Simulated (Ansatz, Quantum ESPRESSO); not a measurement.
# YBe3 (Fm-3m): zone-centre phonons

Aim: the zone-centre modes of YBe3 (Fm-3m).

Method: DFT PBE, scalar-relativistic, plane waves, PseudoDojo norm-conserving pseudopotentials, in Quantum ESPRESSO 7.5.

Report form: the programs' logs are mostly left out.

The structure was built from a prototype and need not be the compound's stable phase.

### Step 1. Set-up

Symmetry: Fm-3m, No. 225, cubic system. The conventional cell has a = 6.027 Å, b = 6.027 Å, c = 6.027 Å, α = 90.00°, β = 90.00°, γ = 90.00°. Y has 8 Be at 2.61 Å nearest. Be has 8 Be at 2.61 Å nearest. Nearest to Be lie 4 Be at 2.61 Å and 4 Y at 2.61 Å. Farther neighbours are not listed.

### Step 2. A first look

Before anything dear is run, a loose run with smearing shows whether this is a metal and how far the cell is from rest.

The input, probe.in:

```
&control
   calculation = 'scf'
   prefix = 'x'
   outdir = './tmp'
   pseudo_dir = './pseudo'
   tprnfor = .true.
   tstress = .true.
   verbosity = 'high'
/
&system
   ibrav = 2
   celldm(1) = 11.38852712
   nat = 4
   ntyp = 2
   ecutwfc = 76.0
   occupations = 'smearing'
   smearing = 'gaussian'
   degauss = 0.01
/
&electrons
   conv_thr = 1.0d-07
   mixing_beta = 0.7
   electron_maxstep = 100
/
ATOMIC_SPECIES
 Y      88.9058  Y.upf
 Be      9.0122  Be.upf
ATOMIC_POSITIONS crystal
 Y      0.000000000   0.000000000   0.000000000
 Be     0.500000000   0.500000000   0.500000000
 Be     0.750000000   0.750000000   0.750000000
 Be     0.250000000   0.250000000   0.250000000
K_POINTS automatic
 6 6 6 0 0 0
```

On the command line:

```bash
> OMP_NUM_THREADS=1 mpirun -n 4 pw.x -nk 4 -in probe.in > probe.out
```

Run time: 4.3 s. Hardware: 4 MPI ranks of Arm Neoverse V2, shared host.

This step gave:

- volume per atom: 13.68 Å³
- pressure: -0.9810 GPa
- gap on the k-mesh: 0 eV

No gap opens on this mesh, so smearing is kept; the start stands at -0.98 GPa.

### Step 3. Relaxing the cell and atoms

The harmonic expansion starts where the forces on the atoms vanish, and stress shifts the frequencies, so cell and atoms are relaxed with tight thresholds.

The input, relax.in:

```
&control
   calculation = 'vc-relax'
   prefix = 'x'
   outdir = './tmp'
   pseudo_dir = './pseudo'
   tprnfor = .true.
   tstress = .true.
   forc_conv_thr = 2.0d-05
   etot_conv_thr = 1.0d-07
   nstep = 40
/
&system
   ibrav = 2
   celldm(1) = 11.38852712
   nat = 4
   ntyp = 2
   ecutwfc = 76.0
   occupations = 'smearing'
   smearing = 'mv'
   degauss = 0.02
/
&electrons
   conv_thr = 1.0d-11
   mixing_beta = 0.7
   electron_maxstep = 100
/
&ions
/
&cell
   press_conv_thr = 0.2
/
ATOMIC_SPECIES
 Y      88.9058  Y.upf
 Be      9.0122  Be.upf
ATOMIC_POSITIONS crystal
 Y      0.000000000   0.000000000   0.000000000
 Be     0.500000000   0.500000000   0.500000000
 Be     0.750000000   0.750000000   0.750000000
 Be     0.250000000   0.250000000   0.250000000
K_POINTS automatic
 10 10 10 0 0 0
```

On the command line:

```bash
> OMP_NUM_THREADS=1 mpirun -n 4 pw.x -nk 4 -in relax.in > relax.out
```

It took 53 s on 4 MPI ranks; 3.5 min of CPU time.

Relaxation path:

| step | energy less that of the first step (eV) | largest force (eV/Å) | pressure (GPa) | volume (Å³) |
| --- | --- | --- | --- | --- |
| 1 | 0.0000 | 0.0000 | -0.82 | 54.72 |
| 2 | -0.0009 | 0.0000 | -0.44 | 54.49 |
| 3 | -0.0012 | 0.0000 | 0.00 | 54.23 |
| 4 | -0.0012 | 0.0000 | 0.00 | 54.23 |
| 5 | 0.0009 | 0.0000 | -0.07 | 54.23 |

| conventional cell, symmetrised | before | after | change |
| --- | --- | --- | --- |
| a (Å) | 6.027 | 6.009 | -0.3 % |
| b (Å) | 6.027 | 6.009 | -0.3 % |
| c (Å) | 6.027 | 6.009 | -0.3 % |
| volume (Å³/atom) | 13.68 | 13.56 | -0.9 % |

The relaxed structure:

```
Y Be
1.0
    -3.00433    0.00000    3.00433
     0.00000    3.00433    3.00433
    -3.00433    3.00433    0.00000
Y Be
1 3
Direct
  0.00000 0.00000 0.00000
  0.50000 0.50000 0.50000
  0.75000 0.75000 0.75000
  0.25000 0.25000 0.25000
```

The last row of the table of steps is pw.x's closing run on a basis chosen anew for the final cell, so its energy can jump.

Read from the output:

```yaml
volume_per_atom: 13.56 Å³
pressure: -0.071 GPa
```

The volume changes by -0.9 % from the cell with which this run began.

### Step 4. Ground state

Perturbation theory inherits every error of the wavefunctions, so the threshold is set near the limit of the arithmetic. Smearing stays on, as the first look found no gap above 0.3 eV.

The input, scf.in:

```
&control
   calculation = 'scf'
   prefix = 'x'
   outdir = './tmp'
   pseudo_dir = './pseudo'
   tprnfor = .true.
   tstress = .true.
/
&system
   ibrav = 2
   celldm(1) = 11.35473809
   nat = 4
   ntyp = 2
   ecutwfc = 76.0
   occupations = 'smearing'
   smearing = 'mv'
   degauss = 0.02
/
&electrons
   conv_thr = 1.0d-12
   mixing_beta = 0.7
   electron_maxstep = 100
/
ATOMIC_SPECIES
 Y      88.9058  Y.upf
 Be      9.0122  Be.upf
ATOMIC_POSITIONS crystal
 Y      0.000000000   0.000000000   0.000000000
 Be     0.500000000   0.500000000   0.500000000
 Be     0.750000000   0.750000000   0.750000000
 Be     0.250000000   0.250000000   0.250000000
K_POINTS automatic
 10 10 10 0 0 0
```

On the command line:

```bash
> OMP_NUM_THREADS=1 mpirun -n 4 pw.x -nk 4 -in scf.in > scf.out
```

Run time: 16 s. Hardware: 4 MPI ranks; 63 s of CPU time.

The cell stands at -0.071 GPa, close enough for phonons.

### Step 5. Zone-centre response

At q = 0 one unit cell holds all displacements; symmetry groups them into irreducible representations that are solved one by one. With smeared occupations no response to a homogeneous field can be asked.

The input, ph.in:

```
phonons
&inputph
   prefix = 'x'
   outdir = './tmp'
   fildyn = 'g.dyn'
   tr2_ph = 1.0d-18
   alpha_mix(1) = 0.4
   nmix_ph = 8
/
0.000000000000 0.000000000000 0.000000000000
```

On the command line:

```bash
> OMP_NUM_THREADS=1 mpirun -n 4 ph.x -nk 4 -in ph.in > ph.out
```

Wall time 8.2 min (4 MPI ranks); 33 min of CPU time.

Read from the output:

| Property | Result |
| --- | --- |
| largest acoustic frequency at the zone centre before the sum rule | 8.88 cm⁻¹ |
| highest optical zone-centre mode (no LO-TO term) | 470.6 cm⁻¹ |
| lowest optical zone-centre mode | 314.9 cm⁻¹ |

The acoustic modes at Γ come out as far as 8.9 cm⁻¹ from zero, where they should vanish, a small numerical error.

### Step 6. Modes with the sum rule

A rigid shift of the crystal must cost nothing, but grids and finite bases break this; the acoustic sum rule is imposed before the matrix is diagonalised again.

The input, dynmat.in:

```
&input
   fildyn = 'g.dyn'
   asr = 'simple'
   fileig = 'dynmat.eig'
/
```

On the command line:

```bash
> dynmat.x -in dynmat.in > dynmat.out
```

The job ended after 0.47 s (1 thread).

This step gave:

| Property | Result |
| --- | --- |
| highest optical zone-centre mode (no LO-TO term) | 470.4 cm⁻¹ |
| lowest optical zone-centre mode | 314.1 cm⁻¹ |

Unit eigenvectors of the mass-weighted matrix after the sum rule; no LO-TO term. The modes at Γ (shares of kinetic energy by element, %):

| mode | frequency (cm⁻¹) | symmetry | Y % | Be % |
| --- | --- | --- | --- | --- |
| 1 | 0.0 | acoustic | 77 | 23 |
| 2 | 0.0 | acoustic | 77 | 23 |
| 3 | 0.0 | acoustic | 77 | 23 |
| 4 | 314.2 | T1u | 5 | 95 |
| 5 | 314.2 | T1u | 5 | 95 |
| 6 | 314.2 | T1u | 5 | 95 |
| 7 | 339.2 | T2g | 0 | 100 |
| 8 | 339.2 | T2g | 0 | 100 |
| 9 | 339.2 | T2g | 0 | 100 |
| 10 | 470.4 | T1u | 18 | 82 |
| 11 | 470.4 | T1u | 18 | 82 |
| 12 | 470.4 | T1u | 18 | 82 |

Displacements in mode 6 (314.2 cm⁻¹), the largest set to 1:
```
Y1   0.00  0.00 -0.08
Be2  0.01 -0.01  1.00
Be3  0.00  0.00 -0.13
Be4  0.00  0.00 -0.13
```

Displacements in mode 12 (470.4 cm⁻¹), the largest set to 1:
```
Y1   0.00  0.00 -0.21
Be2  0.00  0.00  0.09
Be3  0.00  0.00  1.00
Be4  0.00  0.00  1.00
```

The rule also moves an optical mode by 0.7 cm⁻¹.

### Step 7. Sum rules set otherwise: a sum rule for molecules or wires on a crystal

This rule also removes rotations, which suits wires and not a crystal; it is tried to see the harm.

The input, dynmat.in:

```
&input
   fildyn = 'g.dyn'
   asr = 'one-dim'
   fileig = 'dynmat.eig'
/
```

On the command line:

```bash
> dynmat.x -in dynmat.in > dynmat.out
```

The job ended after 0.47 s (1 thread).

The program raised no error, yet the settings are not those of a careful run.

The fault: a sum rule for molecules or wires on a crystal; 1 optical mode is projected out to zero frequency, as if it were a rotation.

For a crystal the rule has to be 'simple' or 'crystal'.

Zone-centre frequencies as printed; negative means imaginary. Modes:

| mode | frequency (cm⁻¹) |
| --- | --- |
| 1 | 0 |
| 2 | 0 |
| 3 | 0 |
| 4 | 0 |
| 5 | 314.7 |
| 6 | 314.7 |
| 7 | 326.6 |
| 8 | 339.5 |
| 9 | 339.5 |
| 10 | 470.5 |
| 11 | 470.5 |
| 12 | 494.1 |

### Step 8. Sum rules set otherwise (asr no)

Without the rule the raw error of the acoustic modes shows.

The input, dynmat.in:

```
&input
   fildyn = 'g.dyn'
   asr = 'no'
   fileig = 'dynmat.eig'
/
```

On the command line:

```bash
> dynmat.x -in dynmat.in > dynmat.out
```

Run time: 0.47 s. Hardware: 1 thread.

Numbers from this step:

| Property | Result |
| --- | --- |
| highest optical zone-centre mode (no LO-TO term) | 470.6 cm⁻¹ |
| lowest optical zone-centre mode | 314.9 cm⁻¹ |

Zone-centre frequencies as printed; negative means imaginary. Modes:

| mode | frequency (cm⁻¹) |
| --- | --- |
| 1 | 8.88 |
| 2 | 8.88 |
| 3 | 8.88 |
| 4 | 314.9 |
| 5 | 314.9 |
| 6 | 314.9 |
| 7 | 339.5 |
| 8 | 339.5 |
| 9 | 339.5 |
| 10 | 470.6 |
| 11 | 470.6 |
| 12 | 470.6 |

Against the first rule no mode moves by more than 8.9 cm⁻¹.

### Step 9. A second program

The same cell goes through another code, with its own cutoff. It uses its own PAW datasets, so the potentials differ. Its k mesh is centred on Γ.

This step: DFT PBE, scalar-relativistic, plane waves, PAW (Ansatz 0.2.0).

The input, input.yaml:

```yaml
crystal:
  lattice:
    - [-3.0043343162, 0.0, 3.0043343162]
    - [0.0, 3.0043343162, 3.0043343162]
    - [-3.0043343162, 3.0043343162, 0.0]
  atoms:
    - { symbol: "Y", position: [0.0, 0.0, 0.0] }
    - { symbol: Be, position: [0.5, 0.5, 0.5] }
    - { symbol: Be, position: [0.75, 0.75, 0.75] }
    - { symbol: Be, position: [0.25, 0.25, 0.25] }
kpoints:
  mp_grid: { grid: [10, 10, 10] }
hamiltonian:
  xc: pbe
scf:
  occupations: { method: cold, width: 0.27211 }
output:
  eigenvalues: true
phonons:
  method: dfpt
```

On the command line:

```bash
> ansatz run input.yaml --threads 4 --pin off --max-ram 8192MiB --backend cpu --events-out ev --progress --plain --runs-dir out
```

It took 6.3 s on 4 threads; peak memory 0.56 GiB; 22 s of CPU time.

Read from the output:

```yaml
sum_rule_residual_before_enforcement: 1.39e-5 eV/Å²
highest_optical_zone_centre_mode_no_lo_to_term: 469.4 cm⁻¹
lowest_optical_zone_centre_mode: 312.1 cm⁻¹
```

### Step 10. The two compared: QE PseudoDojo and Ansatz, PAW

Numbers from this step:

| Quantity | Value |
| --- | --- |
| root-mean-square difference | 1.58 cm⁻¹ |
| largest difference | 2.09 cm⁻¹ |

Frequencies side by side, by row:

| q (reciprocal lattice) | mode | QE PseudoDojo (cm⁻¹) | Ansatz, PAW (cm⁻¹) |
| --- | --- | --- | --- |
| 0 0 0 | 1 | 0 | 0 |
| 0 0 0 | 2 | 0 | 0 |
| 0 0 0 | 3 | 0 | 0 |
| 0 0 0 | 4 | 314.1 | 312.1 |
| 0 0 0 | 5 | 314.1 | 312.1 |
| 0 0 0 | 6 | 314.1 | 312.1 |
| 0 0 0 | 7 | 339.2 | 337.8 |
| 0 0 0 | 8 | 339.2 | 337.8 |
| 0 0 0 | 9 | 339.2 | 337.8 |
| 0 0 0 | 10 | 470.4 | 469.4 |
| 0 0 0 | 11 | 470.4 | 469.4 |
| 0 0 0 | 12 | 470.4 | 469.4 |

At the zone centre the largest difference (acoustic modes at Γ apart) is 0.4 % of the highest mode.

### Step 11. Summary of results

```json
{
 "space group after relaxation": "Fm-3m",
 "volume per atom": "13.6 Å³",
 "highest optical zone-centre mode (no LO-TO term)": "470.4 cm⁻¹",
 "lowest optical zone-centre mode": "314.1 cm⁻¹",
 "imaginary optical modes at the zone centre (no q mesh in this session)": "none",
 "largest difference from Ansatz, PAW": "2.09 cm⁻¹"
}
```

At the PBE level the optical modes of YBe3 (Fm-3m) at the zone centre run from 314 to 470 cm⁻¹. Of the 9 optical modes, 6 are infrared active alone and 3 are Raman active alone; inversion symmetry keeps the two sets apart. QE PseudoDojo and Ansatz, PAW differ by 1.6 cm⁻¹ in the root mean square and by 2.1 cm⁻¹ at most, 0.4 % of the highest mode compared (acoustic modes at Γ left out); the two use different potentials, and the cell was not relaxed for the second set. These are harmonic frequencies at zero temperature: anharmonic shifts and linewidths and thermal expansion are left out. In a metal the frequencies hang on the k mesh and the smearing, most of all near Kohn anomalies. The runs are without spin polarisation, although the cell has an odd electron count or an open d or f shell, so a magnetic state was not tested. The relaxation ran at 76 Ry, under the 88 Ry recommended for these files; the stress of so short a basis can leave the cell about one per cent too small. The structure is a hypothetical one, built on a prototype.

[Host names and launcher messages were left out of these logs when they were recorded.]

[Logs are printed without paths, hosts, clocks, repeated set-up lines and the standing remarks that a program may print on its own settings, such as how far it seeks lower states.]

[Hosts, paths, dates, database ids (printed as entryN), source tags and the programs' standing remarks are cut or masked in the printed files.]
